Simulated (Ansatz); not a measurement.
# Tc of Au (Fm-3m) from its phonons, part 2 of 2

What Tc do the phonons of Au (Fm-3m) give, and how does it depend on μ*? The cell shown first is a relaxed one, from steps not shown here.

Ansatz 0.2.0; DFT PBE, scalar-relativistic, plane waves, PAW.

So far, log mean phonon energy ħω_log (meV): step 2 (coupling and resistivity: q 3×3×3, k 9×9×9, scattering …) 8.16.

### 3. Electron–phonon run: q 4×4×4, k 12×12×12, scattering 16×16×16

The next rung changes the q mesh, which sets the reach of the force constants and couplings; the k mesh of the density and its response.

Contents of input.yaml:

```yaml
crystal:
  lattice:
    - [0.0, 2.0796649767, 2.0796649767]
    - [2.0796649767, 0.0, 2.0796649767]
    - [2.0796649767, 2.0796649767, 0.0]
  atoms:
    - { symbol: Au, position: [0.0, 0.0, 0.0] }
kpoints:
  mp_grid: { grid: [12, 12, 12] }
hamiltonian:
  xc: pbe
scf:
  occupations: { method: methfessel_paxton, width: 0.2 }
output:
  eigenvalues: true
phonons:
  method: dfpt
  qmesh: [4, 4, 4]
  temperatures: { t_max: 1000, t_step: 50 }
  qpath:
    path:
      - [[0.0, 0.0, 0.0], [0.5, 0.0, 0.5], [0.625, 0.25, 0.625]]
      - [[0.375, 0.375, 0.75], [0.0, 0.0, 0.0], [0.5, 0.5, 0.5], [0.5, 0.25, 0.75], [0.5, 0.0, 0.5]]
    npoints: 10
  electrical_resistivity:
    mesh: [16, 16, 16]
    temperatures: [20.0, 50.0, 80.0, 100.0, 150.0, 200.0, 273.0, 300.0, 400.0, 500.0, 600.0, 800.0]
  superconductivity: { mesh: [16, 16, 16] }
```

Launch:

```console
> ansatz run input.yaml --threads 4 --pin off --max-ram 10240MiB --backend cpu --events-out ev --progress --plain --runs-dir out
```

Numbers of over 12 decimals in the logs are rounded to 6 here.

What it wrote:

```text
[...]
Crystal: 1 atoms, lattice volume = 17.989 Å³
Basis set: ecut = 420 eV, 339 PW (Γ), exchange–correlation on 40×40×40 points (8 copies of the dense FFT grid, shifted against one another)
Bands: 14, of which v1, the nominal top of the filled ones, is band 10 counted from 1 (9 counted from 0)
Symmetry: 48 space group operations
k-points: 72 of 1728
[...]
SCF iter   1: F=—  HF=-13149.318190 eV  |F-HF|=—  |Δ(HF+E_count)|=         —  Δρ=1.41e-3  dr2=4.87e-5  ethr=1.77e-3  ⟨swp⟩=4.1  Hψ=4787  notcnv=0
[...]
SCF iter   7: F=-13149.318672 eV  HF=-13149.318672 eV  |F-HF|=9.09e-12  |Δ(HF+E_count)|=  6.73e-11  S|Δr|=    0.00e0  Δρ=2.24e-7  dr2=6.40e-12  ethr=1.00e-12  ⟨swp⟩=5.0  Hψ=4662  notcnv=0
SCF 1 converged in 7 iterations: F = -13149.318672 eV  dr2 = 6.40e-12
[...]
NSCF: frozen V_eff on 72 k-points
[...]
SCF iter   1: F=—  HF=-13149.318190 eV  |F-HF|=—  |Δ(HF+E_count)|=         —  Δρ=1.41e-3  dr2=4.87e-5  ethr=1.77e-3  ⟨swp⟩=4.1  Hψ=4787  notcnv=0
[...]
SCF iter   7: F=-13149.318672 eV  HF=-13149.318672 eV  |F-HF|=7.28e-12  |Δ(HF+E_count)|=  6.73e-11  S|Δr|=    0.00e0  Δρ=2.24e-7  dr2=6.42e-12  ethr=1.00e-12  ⟨swp⟩=1.8  Hψ=2976  notcnv=0
SCF 2 converged in 7 iterations: F = -13149.318672 eV  dr2 = 6.42e-12
[...]
SCF converged after 7 iterations
[...]
Free energy (F): -13149.318672 eV
[...]
Internal energy: -13149.318845 eV  (E = F + TS)
E sigma→0 (E₀):  -13149.318715 eV
Entropy (-TS):   0.000173 eV (0.173 meV/atom)
Fermi energy:    19.125620 eV
[...]
--- Band table (eV; the first three rows and the last of 72) ---
  k-point 0: bands = [... 6 lower, 14.7772, 14.7772, 16.1594, 16.1594, 33.7183, 37.4108, 37.4108, 37.4108]
  k-point 1: bands = [... 6 lower, 14.8518, 14.8518, 16.1286, 16.1286, 33.9475, 36.0060, 37.6559, 37.6559]
  k-point 2: bands = [... 6 lower, 15.0026, 15.0026, 16.1152, 16.1152, 33.0607, 34.7291, 38.2527, 38.2527]
  k-point 71: bands = [... 6 lower, 14.3627, 16.0355, 17.5506, 23.6307, 25.3145, 25.3145, 28.2835, 41.2760]
[...]
ASR residual: 1.980e-4 → 0.000e0 eV/Å²; symmetrization residual: 2.728e-12 eV/Å²
  ASR residual per site (eV/Å²): 1.98e-4
  Γ frequencies (cm⁻¹): 0.00 0.00 0.00
--- Phonons (arbitrary-q DFPT): 8 irreducible q on the 4×4×4 mesh ---
[...]
interpolated dispersion: 62 rows × 3 modes
[...]
--- Electrical resistivity: potentials and phonons of a 4×4×4 supercell ---
[...]
at the Fermi level of each mesh (of a tensor a third of its trace):
[...]
16×16×16                     0.1467              8.7093    0.1940    0.1964           8.302
          8×8×8                     0.1500              8.8487    0.2025    0.2104           8.255
          4×4×4                     0.1714              9.2153    0.2292    0.2490           8.122
  resistivity on the deck's mesh, µΩ·cm:
[...]
20.00     2.7449e-2              no     2.7449e-2     2.7449e-2     2.7449e-2       4.6166e-2         3.1937e-2
     50.00     3.2744e-1              no     3.2744e-1     3.2744e-1     3.2744e-1       3.6944e-1         3.2247e-1
     80.00     6.7343e-1              no     6.7343e-1     6.7343e-1     6.7343e-1       7.2158e-1         6.7062e-1
    100.00     8.9338e-1              no     8.9338e-1     8.9338e-1     8.9338e-1       9.4850e-1         8.9353e-1
    150.00      1.4209e0              no      1.4209e0      1.4209e0      1.4209e0        1.4983e0          1.4276e0
    200.00      1.9337e0              no      1.9337e0      1.9337e0      1.9337e0        2.0358e0          1.9458e0
    273.00      2.6728e0              no      2.6728e0      2.6728e0      2.6728e0        2.8122e0          2.6918e0
    300.00      2.9450e0              no      2.9450e0      2.9450e0      2.9450e0        3.0984e0          2.9663e0
    400.00      3.9516e0             yes      3.9516e0      3.9516e0      3.9516e0        4.1578e0          3.9810e0
    500.00      4.9588e0             yes      4.9588e0      4.9588e0      4.9588e0        5.2195e0          4.9954e0
    600.00      5.9680e0             yes      5.9680e0      5.9680e0      5.9680e0        6.2852e0          6.0113e0
    800.00      7.9933e0             yes      7.9933e0      7.9933e0      7.9933e0        8.4308e0          8.0480e0
[...]
vibrations of 64 cells: unjudged by the run; compare a larger repeat
[...]
--- Superconductivity: potentials and phonons of a 4×4×4 supercell ---
           mesh         λ    ħω_log (meV)  μ* declared at (meV)
       16×16×16    0.1940           8.302                9.717
          8×8×8    0.2025           8.255                9.594
          4×4×4    0.2292           8.122                9.441
  λ by the species' shares of the modes' patterns: Au 0.1940
[...]
0.08      0.001         0.001    none_found    none_found    none_found    none_found     none_found
      0.10      0.000         0.000    none_found    none_found    none_found    none_found     none_found
      0.12      0.000         0.000    none_found    none_found    none_found    none_found     none_found
      0.13      0.000         0.000    none_found    none_found    none_found    none_found     none_found
      0.14      0.000         0.000    none_found    none_found    none_found    none_found     none_found
      0.16      0.000         0.000    none_found    none_found    none_found    none_found     none_found
      0.20          -             -    none_found    none_found    none_found    none_found     none_found
  none_found: no transition down to 0.1 K
[...]
vibrations of 64 cells: unjudged by the run; compare a larger repeat
[...]
```

Elapsed: 1.8 min, on 4 threads of Arm Neoverse V2, shared host; peak memory 2.9 GiB; 6.9 min of CPU time.

This step gave:

```yaml
zero_point_energy: 0.01461 eV/cell
highest_frequency_solved_or_plainly_interpolated: 138.3 cm⁻¹
debye_temperature_second_moment: 156 K
resistivity_at_300_k: 2.945 μΩ cm
coupling_constant_lambda: 0.194
log_mean_phonon_energy_omega_log: 8.302 meV
transport_coupling_constant_lambda_tr: 0.1964, 0.1964, 0.1964 (xx, yy, zz)
resistivity_times_mean_free_path: 8.69, 8.69, 8.69 × 10⁻¹⁶ Ω m² (xx, yy, zz)
second_moment_phonon_energy_omega: 9.717 meV
coupling_lambda_by_branch: 0.0718, 0.0839, 0.0383 (branches by rank of frequency)
```

An empty cell: under 1 mK by a formula, or no transition down to the floor of the Eliashberg search. Transition temperatures:

```csv
μ*,McMillan Tc (K),Allen–Dynes Tc (K)
0.08,-,-
0.1,-,-
0.12,-,-
0.13,-,-
0.14,-,-
0.16,-,-
0.2,-,-
```

For the log mean phonon energy ħω_log, step 2 gave 8.16 meV; this run, with k-mesh 12×12×12 and q mesh 4×4×4, gives 8.30 meV.

### 4. Coupling and resistivity: q 4×4×4, k 16×16×16, scattering 24×24×24

The next rung changes the k mesh of the density and its response; the scattering mesh, which samples the Fermi surface.

Edit input.yaml of step 3 so:

```diff
@@ -8,3 +8,3 @@
 kpoints:
-  mp_grid: { grid: [12, 12, 12] }
+  mp_grid: { grid: [16, 16, 16] }
 hamiltonian:
@@ -25,4 +25,4 @@
   electrical_resistivity:
-    mesh: [16, 16, 16]
+    mesh: [24, 24, 24]
     temperatures: [20.0, 50.0, 80.0, 100.0, 150.0, 200.0, 273.0, 300.0, 400.0, 500.0, 600.0, 800.0]
-  superconductivity: { mesh: [16, 16, 16] }
+  superconductivity: { mesh: [24, 24, 24] }
```

What it wrote:

```text
[...]
Crystal: 1 atoms, lattice volume = 17.989 Å³
Basis set: ecut = 420 eV, 339 PW (Γ), exchange–correlation on 40×40×40 points (8 copies of the dense FFT grid, shifted against one another)
Bands: 14, of which v1, the nominal top of the filled ones, is band 10 counted from 1 (9 counted from 0)
Symmetry: 48 space group operations
k-points: 145 of 4096
[...]
SCF iter   1: F=—  HF=-13149.327172 eV  |F-HF|=—  |Δ(HF+E_count)|=         —  Δρ=1.42e-3  dr2=5.05e-5  ethr=1.77e-3  ⟨swp⟩=4.1  Hψ=9671  notcnv=0
[...]
SCF iter   7: F=-13149.327663 eV  HF=-13149.327663 eV  |F-HF|=3.64e-12  |Δ(HF+E_count)|=  2.36e-11  S|Δr|=    0.00e0  Δρ=1.06e-7  dr2=5.61e-13  ethr=1.00e-12  ⟨swp⟩=6.0  Hψ=8363  notcnv=0
SCF 1 converged in 7 iterations: F = -13149.327663 eV  dr2 = 5.61e-13
[...]
SCF iter   1: F=—  HF=-13149.327172 eV  |F-HF|=—  |Δ(HF+E_count)|=         —  Δρ=1.42e-3  dr2=5.05e-5  ethr=1.77e-3  ⟨swp⟩=4.1  Hψ=9671  notcnv=0
[...]
SCF iter   7: F=-13149.327663 eV  HF=-13149.327663 eV  |F-HF|=3.64e-12  |Δ(HF+E_count)|=  2.36e-11  S|Δr|=    0.00e0  Δρ=1.07e-7  dr2=5.83e-13  ethr=1.00e-12  ⟨swp⟩=3.0  Hψ=4394  notcnv=0
SCF 2 converged in 7 iterations: F = -13149.327663 eV  dr2 = 5.83e-13
[...]
SCF converged after 7 iterations
[...]
Free energy (F): -13149.327663 eV
[...]
Internal energy: -13149.328206 eV  (E = F + TS)
E sigma→0 (E₀):  -13149.327799 eV
Entropy (-TS):   0.000543 eV (0.543 meV/atom)
Fermi energy:    19.121806 eV
[...]
--- Band table (eV; the first three rows and the last of 145) ---
  k-point 0: bands = [... 6 lower, 14.7757, 14.7757, 16.1575, 16.1575, 33.7183, 37.4105, 37.4105, 37.4105]
  k-point 1: bands = [... 6 lower, 14.8190, 14.8190, 16.1386, 16.1386, 33.8568, 36.5385, 37.5508, 37.5508]
  k-point 2: bands = [... 6 lower, 14.9271, 14.9271, 16.1064, 16.1064, 34.0115, 34.9380, 37.9326, 37.9326]
  k-point 144: bands = [... 6 lower, 14.3614, 16.0337, 17.5488, 23.6301, 25.3139, 25.3139, 28.2827, 41.2756]
[...]
ASR residual: 7.402e-5 → 0.000e0 eV/Å²; symmetrization residual: 2.425e-12 eV/Å²
  ASR residual per site (eV/Å²): 7.40e-5
  Γ frequencies (cm⁻¹): 0.00 0.00 0.00
--- Phonons (arbitrary-q DFPT): 8 irreducible q on the 4×4×4 mesh ---
[...]
interpolated dispersion: 62 rows × 3 modes
[...]
--- Electrical resistivity: potentials and phonons of a 4×4×4 supercell ---
[...]
at the Fermi level of each mesh (of a tensor a third of its trace):
[...]
24×24×24                     0.1462              8.7188    0.1991    0.1990           8.290
       12×12×12                     0.1466              8.7104    0.1993    0.2040           8.216
          6×6×6                     0.1571              8.9591    0.2023    0.2099           8.111
  resistivity on the deck's mesh, µΩ·cm:
[...]
20.00     2.8102e-2              no     2.8102e-2     2.8102e-2     2.8102e-2       4.6265e-2         3.3299e-2
     50.00     3.3544e-1             yes     3.3544e-1     3.3544e-1     3.3544e-1       3.7299e-1         3.3066e-1
     80.00     6.8912e-1             yes     6.8912e-1     6.8912e-1     6.8912e-1       7.2888e-1         6.8653e-1
    100.00     9.1378e-1             yes     9.1378e-1     9.1378e-1     9.1378e-1       9.5807e-1         9.1424e-1
    150.00      1.4519e0             yes      1.4519e0      1.4519e0      1.4519e0        1.5127e0          1.4593e0
    200.00      1.9740e0             yes      1.9740e0      1.9740e0      1.9740e0        2.0540e0          1.9873e0
    273.00      2.7245e0             yes      2.7245e0      2.7245e0      2.7245e0        2.8341e0          2.7455e0
    300.00      3.0002e0             yes      3.0002e0      3.0002e0      3.0002e0        3.1211e0          3.0239e0
    400.00      4.0170e0             yes      4.0170e0      4.0170e0      4.0170e0        4.1808e0          4.0502e0
    500.00      5.0301e0             yes      5.0301e0      5.0301e0      5.0301e0        5.2386e0          5.0723e0
    600.00      6.0415e0             yes      6.0415e0      6.0415e0      6.0415e0        6.2969e0          6.0921e0
    800.00      8.0612e0             yes      8.0612e0      8.0612e0      8.0612e0        8.4180e0          8.1282e0
[...]
not converged in the mesh (λ_tr; the resistivity at 20 K by 4.95 %): between neighbouring meshes, the two finest first, λ moves by 0.11 % and 1.52 %, λ_tr by 2.54 % and 2.89 % and the resistivity by up to 4.95 % and 4.72 %; an estimate, no bound, puts it up to 9.4e-7 % above the Boltzmann equation's exact value after up to 5 iterations (at most 30 are made, fewer where the estimate is under 1.0e-6 % of each spin channel's own resistivity)
  vibrations of 64 cells: unjudged by the run; compare a larger repeat
[...]
--- Superconductivity: potentials and phonons of a 4×4×4 supercell ---
           mesh         λ    ħω_log (meV)  μ* declared at (meV)
       24×24×24    0.1991           8.290                9.714
       12×12×12    0.1993           8.216                9.626
          6×6×6    0.2023           8.111                9.504
  λ by the species' shares of the modes' patterns: Au 0.1991
[...]
0.08      0.001         0.001    none_found    none_found    none_found    none_found     none_found
      0.10      0.000         0.000    none_found    none_found    none_found    none_found     none_found
      0.12      0.000         0.000    none_found    none_found    none_found    none_found     none_found
      0.13      0.000         0.000    none_found    none_found    none_found    none_found     none_found
      0.14      0.000         0.000    none_found    none_found    none_found    none_found     none_found
      0.16      0.000         0.000    none_found    none_found    none_found    none_found     none_found
      0.20          -             -    none_found    none_found    none_found    none_found     none_found
  none_found: no transition down to 0.1 K
[...]
converged in the mesh: between neighbouring meshes, the two finest first, λ moves by 0.11 % and 1.52 % and the anisotropic transition temperature over the full bandwidth at μ* = 0.13 by nothing (neither mesh has one) and nothing (neither mesh has one); converged means that the two finest part by at most 2.00 % and 5.00 %
  vibrations of 64 cells: unjudged by the run; compare a larger repeat
[...]
```

The job ended after 3 min (4 threads; peak memory 3 GiB; 12 min of CPU time).

This step gave:

```
zero point energy                                 : 0.01476 eV/cell
highest frequency, solved or plainly interpolated : 137.4 cm⁻¹
Debye temperature (second moment)                 : 158 K
resistivity at 300 K                              : 3 μΩ cm
coupling constant λ                               : 0.1991
density of states at the Fermi level              : 0.1462 states/eV a spin and cell
log mean phonon energy ħω_log                     : 8.29 meV
transport coupling constant λ_tr                  : 0.199, 0.199, 0.199 (xx, yy, zz)
Drude plasma energy                               : 8.719, 8.719, 8.719 eV (xx, yy, zz)
resistivity times mean free path                  : 8.684, 8.684, 8.684 × 10⁻¹⁶ Ω m² (xx, yy, zz)
second-moment phonon energy ħω₂                   : 9.714 meV
coupling λ by branch                              : 0.0739, 0.0855, 0.0397 (branches by rank of frequency)
```

An empty cell: under 1 mK by a formula, or no transition down to the floor of the Eliashberg search. Transition temperatures:

```csv
μ*,McMillan Tc (K),Allen–Dynes Tc (K)
0.08,-,-
0.1,-,-
0.12,-,-
0.13,-,-
0.14,-,-
0.16,-,-
0.2,-,-
```

The Eliashberg function α²F by phonon energy; read off at these points:

```csv
phonon energy (meV),α²F,α²F tr
0.50,1.3e-4,0
1.00,0.00131,1.0e-4
1.50,0.00246,4.8e-4
2.00,0.00357,0.00107
2.50,0.00493,0.00227
3.00,0.00655,0.00426
3.50,0.00862,0.00699
4.00,0.0113,0.0106
4.50,0.0148,0.0154
5.00,0.0193,0.0215
5.50,0.0259,0.0304
6.00,0.0368,0.0451
6.50,0.0601,0.0767
7.00,0.0891,0.115
7.50,0.113,0.140
8.00,0.143,0.172
8.30,0.153,0.180
8.50,0.154,0.177
9.00,0.147,0.161
9.50,0.0852,0.0921
10.00,0.0783,0.0729
10.50,0.0764,0.0644
11.00,0.0725,0.0560
11.50,0.0660,0.0476
12.00,0.0559,0.0384
12.50,0.0448,0.0303
13.00,0.0119,0.00839
13.50,0.0384,0.0270
14.00,0.0688,0.0494
14.50,0.115,0.0832
15.00,0.116,0.0916
15.20,0.117,0.0962
15.50,0.0794,0.0665
16.00,0.0488,0.0418
16.50,0.0189,0.0174
```

For the log mean phonon energy ħω_log, step 3 gave 8.30 meV; this run, with k-mesh 16×16×16 and scattering mesh 24×24×24, gives 8.29 meV.

### 5. Summary of results

| Quantity | Value |
| --- | --- |
| meshes | q 4×4×4, k 16×16×16, scattering 24×24×24 |
| coupling constant λ | 0.199 |
| log mean phonon energy ħω_log | 8.29 meV |

**Reading.** In the last run (PBE, q 4×4×4, k 16×16×16, scattering 24×24×24), with λ = 0.20 and ħω_log = 8.29 meV, Tc at μ* = 0.13 is under 1 mK by the formulas. Wikipedia's list of superconducting elements holds no transition of Au at normal pressure, in line with the calculation. In that run Allen and Dynes's formula gives no transition above 0.05 K at μ* = 0.10 or more. The run's transport test calls it not converged in the mesh. Over the runs, λ takes the values 0.199, 0.194 and 0.199, in the order shown. No spin–orbit coupling, which matters for Au. μ* is a typed number, phonons are harmonic, and spin fluctuations are left out; with λ this near or under μ*(1 + 0.62 λ), the formulas give Tc only to its order of magnitude, or none.

[Logs are printed without paths, hosts, clocks, repeated set-up lines and the standing remarks that a program may print on its own settings, such as how far it seeks lower states.]

[Hosts, paths, dates, database ids (printed as entryN), source tags and the programs' standing remarks are cut or masked in the printed files.]
